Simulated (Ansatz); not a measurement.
**GeH6CI3N (CH3NH3GeI3): band gap by G0W0 on PBEsol**

Aim: the quasiparticle gap of GeH6CI3N (CH3NH3GeI3), starting from PBEsol.

Main program and level: Ansatz 0.2.0; PBEsol, then G0W0 on it, plane waves, PAW.

The structure was built from a prototype and need not be the compound's stable phase.

## Step 1: The starting structure

The cell holds 12 atoms: 1 C, 1 N, 6 H, 1 Ge and 3 I. Cell: a = 5.874 Å, b = 5.946 Å, c = 5.868 Å, α = 88.1°, β = 88.7°, γ = 84.4°.

Coordinates:

```cif
data_structure
_symmetry_space_group_name_H-M 'P 1'
_symmetry_Int_Tables_number 1
_cell_length_a 5.8743
_cell_length_b 5.9463
_cell_length_c 5.8684
_cell_angle_alpha 88.102
_cell_angle_beta 88.661
_cell_angle_gamma 84.398
_cell_volume 203.85
loop_
_atom_site_label
_atom_site_type_symbol
_atom_site_fract_x
_atom_site_fract_y
_atom_site_fract_z
_atom_site_occupancy
C1 C 0.92692 0.91465 0.98312 1
N2 N 0.07814 0.09607 0.00989 1
H3 H 0.03352 0.75406 0.96200 1
H4 H 0.18424 0.11247 0.86650 1
H5 H 0.82205 0.95459 0.83171 1
H6 H 0.98347 0.25080 0.03333 1
H7 H 0.81622 0.90438 0.13584 1
H8 H 0.18356 0.06520 0.15098 1
Ge9 Ge 0.51835 0.51675 0.53166 1
I10 I 0.51333 0.47096 0.00104 1
I11 I 0.44601 0.98341 0.50189 1
I12 I 0.98436 0.47587 0.49175 1
```

The structure was relaxed with PBEsol-D3(BJ). The runs that relaxed it are not among those shown. Spin-orbit coupling is left out unless a step names it. The default PAW set here is soft_2. Its files were made with PBE.

## Step 2: The PBEsol band structure

Levels along a band path and on the mesh show where this functional puts the band edges.

This step: DFT, PBEsol, plane waves, PAW.

The input, input.yaml:

```yaml
crystal:
  lattice:
    - [5.8668316077, 0.2883030652, 0.0662740025]
    - [0.2883030652, 5.9385653728, 0.0962838686]
    - [0.0662740025, 0.0962838686, 5.8672506988]
  atoms:
    - { symbol: C, position: [0.9269170889, 0.9146527793, 0.9831184323] }
    - { symbol: "N", position: [0.0781424511, 0.0960660543, 0.0098946862] }
    - { symbol: H, position: [1.0335207602, 0.7540610316, 0.9619979637] }
    - { symbol: H, position: [0.1842379779, 1.1124707428, 0.8664981039] }
    - { symbol: H, position: [0.8220526717, -0.0454106832, 0.8317094623] }
    - { symbol: H, position: [-0.0165304885, 0.2508014888, 0.0333257572] }
    - { symbol: H, position: [0.8162231621, -0.0956235813, 0.1358389744] }
    - { symbol: H, position: [0.1835625679, 1.0652022878, 0.1509816534] }
    - { symbol: Ge, position: [0.518353722, 0.5167532441, 0.5316610556] }
    - { symbol: I, position: [0.5133267614, 0.4709631545, 0.0010423275] }
    - { symbol: I, position: [0.4460134129, -0.0165903174, 0.5018875215] }
    - { symbol: I, position: [-0.0156379097, 0.475868373, 0.4917495274] }
kpoints:
  mp_grid: { grid: [4, 4, 4] }
  band_path:
    path:
      - [[0.0, 0.0, 0.0], [0.5, 0.0, 0.0], [0.5, 0.5, 0.0], [0.0, 0.0, 0.0], [0.5, 0.5, 0.5], [0.5, 0.0, 0.0]]
      - [[0.5, 0.5, 0.0], [0.5, 0.5, 0.5]]
    npoints: 10
hamiltonian:
  xc: pbesol
scf:
  occupations: { method: fermi_dirac, width: 0.02 }
  n_extra_bands: 8
output:
  eigenvalues: true
  write_density: true
  write_potential: true
  elf: true
  volumetric_format: npy
```

Launch:

```console
ansatz run input.yaml --threads 3 --pin off --max-ram 92160MiB --backend cuda --events-out ev --progress --plain --runs-dir out --devices 1 --max-vram 13GiB  # rebuilt from the run's record
```

Numbers of over 12 decimals in the logs are rounded to 6 here.

Output:

```text
scf.n_extra_bands = 8 over 40 filled bands (N_el = 80.0): the run solves 48 bands
GPUs: using 1 of 1 available (devices: 1).
Engine: ansatz 0.2.0, x86_64-unknown-linux-gnu
Pseudopotentials: kind: paw
Pseudopotential: C, paw, valence charge 4, recommended cutoff 420 eV (normal), C.paw.azcp
Pseudopotential: N, paw, valence charge 5, recommended cutoff 420 eV (normal), N.paw.azcp
Pseudopotential: H, paw, valence charge 1, recommended cutoff 420 eV (normal), H.paw.azcp
Pseudopotential: Ge, paw, valence charge 14, recommended cutoff 420 eV (normal), Ge.paw.azcp
Pseudopotential: I, paw, valence charge 17, recommended cutoff 420 eV (normal), I.paw.azcp
Functional definition: PBEsol
  exchange = pbesol_x
  correlation = pbesol_c
device memory: the entry about to start is reckoned to put 3.7 GiB on a device that reports 44.6 GiB free (of which the cap on the GPU budget leaves the run 13.0 GiB)
GPU FFT provider: cuFFT
GPU libraries: cuBLAS 13.8.2, cuFFT 12.4.0, cuSOLVER 12.3.4
Crystal: 12 atoms, lattice volume = 203.854 Å³
Basis set: ecut = 420 eV, 3979 PW (Γ)
Bands: 48, of which v1, the nominal top of the filled ones, is band 40 counted from 1 (39 counted from 0)
Symmetry: 1 space group operations
Space group: P1 (ITA 1), of the structure as read, at distance tolerance 5.9e-5 Å
k-points: 36 of 64 (time reversal used)
Non-local potential: C, projectors of the file, l = 0: 2, l = 1: 2, l = 2: 1
Non-local potential: N, projectors of the file, l = 0: 2, l = 1: 2, l = 2: 1
Non-local potential: H, projectors of the file, l = 0: 2, l = 1: 1
Non-local potential: Ge, projectors of the file, l = 0: 2, l = 1: 2, l = 2: 3, l = 3: 1
Non-local potential: I, projectors of the file, l = 0: 2, l = 1: 2, l = 2: 2, l = 3: 2
PAW form: soft (Blöchl's): semilocal exchange-correlation on the pseudo side does not see the compensation charge
PAW frozen core: C, regenerated for the run's functional, and the local potential with it (the file was generated under x = pbe(κ = 0.804, μ = 0.219515), c = pbe(β = 0.066725))
PAW frozen core: N, regenerated for the run's functional, and the local potential with it (the file was generated under x = pbe(κ = 0.804, μ = 0.219515), c = pbe(β = 0.066725))
PAW frozen core: Ge, regenerated for the run's functional, and the local potential with it (the file was generated under x = pbe(κ = 0.804, μ = 0.219515), c = pbe(β = 0.066725))
PAW frozen core: I, regenerated for the run's functional, and the local potential with it (the file was generated under x = pbe(κ = 0.804, μ = 0.219515), c = pbe(β = 0.066725))
PAW one-centre angular grid: C, 110 points (default); XC on 64 Gauss nodes
PAW one-centre angular grid: N, 110 points (default); XC on 64 Gauss nodes
PAW one-centre angular grid: H, 110 points (default); XC on 64 Gauss nodes
PAW one-centre angular grid: Ge, 590 points (default); XC on 64 Gauss nodes
PAW one-centre angular grid: I, 590 points (default); XC on 64 Gauss nodes
Initial density: superposition of atomic densities (neutral atoms: chi_scale 0, normalization atom), corrected by the library's trained network
Initial wavefunctions: pseudopotential atomic-orbital guess
GPU buffer pool allocated for 64000 grid points (all kernels)
GPU transforms: local potential and band sums: pruned to the plane-wave sphere, on 40×40×40
Functional: x = pbesol(κ = 0.804, μ = 0.123457), c = pbesol(β = 0.046)
SCF iter   1: F=—  HF=-27273.354345 eV  |F-HF|=—  |Δ(HF+E_count)|=         —  Δρ=3.83e-3  dr2=2.35e-2  ethr=1.77e-3  ⟨swp⟩=9.4  Hψ=8034  notcnv=0  defer=2
preconditioner: auto → Resta (q_TF=auto, 2.334 Å⁻¹)  ε∞=3.3  [insulator: Δε(μ)=0.883 eV  Ē_g=10.521 eV  σ=0.020 eV  W_gap=1.00  n_scr=36 (ndim 8)  ℏωp=16.0 eV  f_vac=0.077  D(μ)=0.00/eV (n_scr^D=0)  ε∞_Penn≈3.3]
SCF iter   2: F=—  HF=-27273.347696 eV  |F-HF|=—  |Δ(HF+E_count)|=   6.65e-3  Δρ=2.08e-3  dr2=6.88e-3  ethr=2.94e-5  ⟨swp⟩=2.8  Hψ=3179  notcnv=0  defer=107
SCF iter   3: F=—  HF=-27273.347023 eV  |F-HF|=—  |Δ(HF+E_count)|=   6.73e-4  Δρ=5.41e-4  dr2=7.31e-4  ethr=8.60e-6  ⟨swp⟩=2.0  Hψ=3039  notcnv=0  defer=107
SCF iter   4: F=—  HF=-27273.346924 eV  |F-HF|=—  |Δ(HF+E_count)|=   9.90e-5  Δρ=1.95e-4  dr2=8.49e-5  ethr=9.14e-7  ⟨swp⟩=2.0  Hψ=3061  notcnv=0  defer=107
SCF iter   5: F=—  HF=-27273.347043 eV  |F-HF|=—  |Δ(HF+E_count)|=   1.19e-4  Δρ=9.71e-5  dr2=2.27e-5  ethr=1.06e-7  ⟨swp⟩=2.0  Hψ=3061  notcnv=0  defer=107
SCF iter   6: F=—  HF=-27273.347039 eV  |F-HF|=—  |Δ(HF+E_count)|=   3.54e-6  Δρ=3.42e-5  dr2=3.03e-6  ethr=2.84e-8  ⟨swp⟩=2.0  Hψ=2774  notcnv=0  defer=107
SCF iter   7: F=—  HF=-27273.347041 eV  |F-HF|=—  |Δ(HF+E_count)|=   1.45e-6  Δρ=6.33e-6  dr2=1.38e-7  ethr=3.79e-9  ⟨swp⟩=2.1  Hψ=2785  notcnv=0  defer=107
SCF iter   8: F=-27273.347041 eV  HF=-27273.347041 eV  |F-HF|=2.99e-8  |Δ(HF+E_count)|=   2.15e-7  Δρ=3.62e-6  dr2=2.65e-8  ethr=1.25e-10  ⟨swp⟩=11.1  Hψ=5842  notcnv=0
SCF 1 converged in 8 iterations: F = -27273.347041 eV  dr2 = 2.65e-8
  greatest PAW one-centre occupation: 0.999 electrons in one spin orbital (limit 2), on the I atom at site 11 (counted from 0), in its partial waves of l = 2
device memory: the entry about to start is reckoned to put 2.9 GiB on a device that reports 43.9 GiB free (of which the cap on the GPU budget leaves the run 13.0 GiB)
NSCF: frozen V_eff on 62 k-points
SCF converged after 8 iterations
Free energy (F): -27273.347041 eV
Harris-Foulkes:  -27273.347041 eV  (|F-HF|=2.99e-8)
Internal energy: -27273.347041 eV  (E = F + TS)
E sigma→0 (E₀):  -27273.347041 eV
Fermi energy:    5.373810 eV
--- Per-component energies (eV) ---
  E_band       = -1469.801712
  E_kinetic    = 981.701197
  E_local      = -9876.530092  (includes V_loc(G=0)·N_el)
  E_nonlocal   = 231.496885
  E_hartree    = 4714.404748
  E_xc         = -614.626248
  E_vxc        = -651.199438  (∫ρ·V_xc dr)
  E_paw        = -16404.666066  (= ΣΔE_a)
  E_vpaw       = -1584.078706  (= ΣTr[D̂ρ^β])
  E_aug_tail   = -0.007134  (compensation charges beyond the density's cutoff)
  E_ewald      = -6307.323894
  E_core_change = 2.203562  (= ΣΔE_core)
  E_smearing   = -0.000000  (= −TS)
  E_closure    = -0.000000  (closes the sum)
  Σ components = -27273.347041   (vs F -27273.347041, Δ=0.00e0)
--- Band table (eV; the first three rows and the last of 36) ---
  k-point 0: bands = [... 36 lower, 3.2251, 3.2541, 3.3670, 3.6069, 7.9448, 8.3945, 8.9018, 9.0317, ... 4 higher]
  k-point 1: bands = [... 36 lower, 2.9923, 3.1105, 3.3855, 3.5666, 8.0843, 8.3670, 8.7039, 9.3382, ... 4 higher]
  k-point 2: bands = [... 36 lower, 3.0447, 3.2006, 3.5083, 3.8447, 6.5018, 8.3800, 9.3970, 9.7203, ... 4 higher]
  k-point 35: bands = [... 36 lower, 3.6753, 3.9062, 3.9334, 4.9340, 5.8139, 5.9053, 6.1510, 8.7074, ... 4 higher]
```

Elapsed: 7.9 s, on 1 × NVIDIA H100 80GB HBM3 (shared by 6 runs) with 3 threads of AMD EPYC 7R13 (Zen 3), shared host; peak memory 1.1 GiB; 13 s of CPU time.

The column dr2 measures how far the density is from self-consistency, as an energy; F and HF (Harris–Foulkes) agree once it is small.

This step gave:

```yaml
filled_bands: 40
gap: 0.8518 eV
valence_top_at: R
conduction_bottom_at: k = (0.500, 0.500, 0.450)
least_direct_gap: 0.8799 eV
```

Over mesh and path the gap is 0.852 eV, from k = (0.500, 0.500, 0.500) to k = (0.500, 0.500, 0.450). The least direct gap found is 0.880 eV, at k = (0.500, 0.500, 0.500). On the 4×4×4 mesh alone the same run gives 0.880 eV, so that mesh misses an edge of PBEsol: 0.880 − 0.852 = +0.028 eV.

The electronic bands at the labelled points (eV, zero at the top of the highest nominally filled band):

```
    point  band 37  band 38  band 39  band 40  band 41  band 42  band 43  band 44
        Γ    -1.71    -1.68    -1.57    -1.33     3.01     3.46     3.97     4.10
  halfway    -1.84    -1.71    -1.61    -1.52     3.22     3.61     3.79     4.26
        X    -2.07    -1.80    -1.61    -0.97     1.70     3.82     3.94     4.62
  halfway    -1.96    -1.77    -1.41    -0.83     1.53     3.05     4.24     4.41
        M    -2.10    -1.97    -0.95    -0.53     1.25     1.62     4.49     4.60
  halfway    -1.86    -1.74    -1.47    -1.17     2.83     3.26     3.63     4.24
        Γ    -1.71    -1.68    -1.57    -1.33     3.01     3.46     3.97     4.10
  halfway    -1.86    -1.46    -1.31    -1.18     2.69     2.96     3.31     3.92
        R    -1.26    -1.03    -1.00     0.00     0.88     0.97     1.22     3.77
  halfway    -1.63    -1.42    -1.37    -0.78     1.39     2.84     3.13     4.26
        X    -2.07    -1.80    -1.61    -0.97     1.70     3.82     3.94     4.62
jump to M    -2.10    -1.97    -0.95    -0.53     1.25     1.62     4.49     4.60
  halfway    -1.59    -1.41    -0.98    -0.44     1.07     1.43     3.07     4.09
        R    -1.26    -1.03    -1.00     0.00     0.88     0.97     1.22     3.77
```

ELF in the ab plane at fractional z = 0.001, with atoms of C and N and H and I within 0.2 Å of it. It is the smooth field of the valence electrons, not physical close to the nuclei.

Values, 16 rows by 16 columns, each cell a mean:
```
0.68 0.62 0.41 0.27 0.12 0.02 0.00 0.00 0.00 0.01 0.07 0.33 0.63 0.70 0.33 0.24
0.63 0.52 0.19 0.05 0.02 0.01 0.01 0.01 0.01 0.01 0.05 0.27 0.58 0.66 0.31 0.24
0.94 0.87 0.50 0.08 0.01 0.03 0.10 0.16 0.14 0.06 0.02 0.10 0.34 0.50 0.55 0.79
0.99 0.99 0.75 0.14 0.05 0.23 0.47 0.57 0.55 0.39 0.14 0.04 0.09 0.25 0.57 0.92
0.99 0.97 0.57 0.09 0.18 0.56 0.75 0.78 0.77 0.74 0.56 0.21 0.04 0.07 0.37 0.87
0.74 0.61 0.18 0.09 0.43 0.75 0.76 0.71 0.70 0.73 0.77 0.61 0.22 0.03 0.09 0.45
0.11 0.08 0.04 0.22 0.65 0.76 0.67 0.55 0.49 0.59 0.70 0.76 0.55 0.14 0.02 0.04
0.01 0.01 0.06 0.39 0.74 0.73 0.58 0.29 0.25 0.34 0.61 0.75 0.70 0.32 0.04 0.01
0.01 0.01 0.06 0.39 0.75 0.74 0.58 0.26 0.41 0.26 0.57 0.73 0.73 0.35 0.06 0.02
0.22 0.07 0.03 0.20 0.64 0.78 0.67 0.50 0.35 0.45 0.64 0.76 0.68 0.24 0.07 0.18
0.83 0.46 0.09 0.05 0.31 0.71 0.77 0.69 0.64 0.66 0.73 0.78 0.52 0.12 0.28 0.79
0.98 0.78 0.33 0.09 0.07 0.35 0.70 0.78 0.77 0.78 0.78 0.65 0.26 0.08 0.57 0.98
0.95 0.79 0.58 0.34 0.10 0.07 0.30 0.60 0.69 0.67 0.54 0.27 0.06 0.06 0.51 0.93
0.70 0.37 0.58 0.62 0.30 0.05 0.05 0.18 0.29 0.25 0.12 0.04 0.03 0.06 0.29 0.73
0.61 0.17 0.52 0.70 0.42 0.09 0.01 0.02 0.03 0.02 0.02 0.06 0.16 0.23 0.34 0.70
0.90 0.69 0.64 0.61 0.34 0.08 0.01 0.00 0.01 0.01 0.04 0.22 0.47 0.56 0.49 0.73
```
Columns run along a (5.9 Å), rows up along b (5.9 Å). Atoms in or near the plane, at fractional coordinates: C at (0.93, 0.91), N at (0.08, 0.10), H at (0.98, 0.25), I at (0.51, 0.47).

Valence density in the ab plane at fractional z = 0.001, with atoms of C and N and H and I within 0.2 Å of it. It is the smooth field of the valence electrons, not physical close to the nuclei.

Values in e/Å³, 16 rows by 16 columns, each cell a mean:
```
 1  1  0  0  0  0  0  0  0  0  0  0  0  1  2  2
 1  1  0  0  0  0  0  0  0  0  0  0  0  1  2  2
 1  1  0  0  0  0  0  0  0  0  0  0  0  1  1  2
 1  1  0  0  0  0  0  0  0  0  0  0  0  0  0  1
 1  0  0  0  0  0  0  0  0  0  0  0  0  0  0  0
 0  0  0  0  0  0  0  1  1  1  0  0  0  0  0  0
 0  0  0  0  0  0  1  2  4  2  1  0  0  0  0  0
 0  0  0  0  0  1  2  9 14  7  1  0  0  0  0  0
 0  0  0  0  0  1  2 10 17 11  2  1  0  0  0  0
 0  0  0  0  0  0  1  4  7  4  1  0  0  0  0  0
 0  0  0  0  0  0  0  1  1  1  1  0  0  0  0  0
 1  1  0  0  0  0  0  0  0  0  0  0  0  0  0  1
 2  2  1  0  0  0  0  0  0  0  0  0  0  0  0  1
 3  3  2  1  0  0  0  0  0  0  0  0  0  0  0  1
 3  4  3  1  0  0  0  0  0  0  0  0  0  0  0  1
 2  2  2  1  0  0  0  0  0  0  0  0  0  1  1  1
```
Columns run along a (5.9 Å), rows up along b (5.9 Å). Atoms in or near the plane, at fractional coordinates: C at (0.93, 0.91), N at (0.08, 0.10), H at (0.98, 0.25), I at (0.51, 0.47).

(Part 1 of 3 ends here.)

[Paths, hosts, dates, memory and timing lines, banners, echoed tables and standing remarks are left out of the program output.]

[Logs are printed without paths, hosts, clocks, repeated set-up lines and the standing remarks that a program may print on its own settings, such as how far it seeks lower states.]

[Runs of the session that timed out or met a known fault of the program may be left out.]

[Cells called generated may have been cut or substituted from an entry of the Crystallography Open Database or the Materials Project.]

[Hosts, paths, dates, database ids (printed as entryN), source tags and the programs' standing remarks are cut or masked in the printed files.]

[Where an RPA ε∞ is given, it is that of the G0W0 mesh and is not shown converged in it. Names of k-points follow the symmetry that the program found, which can be lower than the space group named. Band edges on a path are those of the sampled points; other points can move an edge, and change direct to indirect where valleys lie close.]

[Hybrid gaps are those of their k-mesh and are not shown converged in it.]
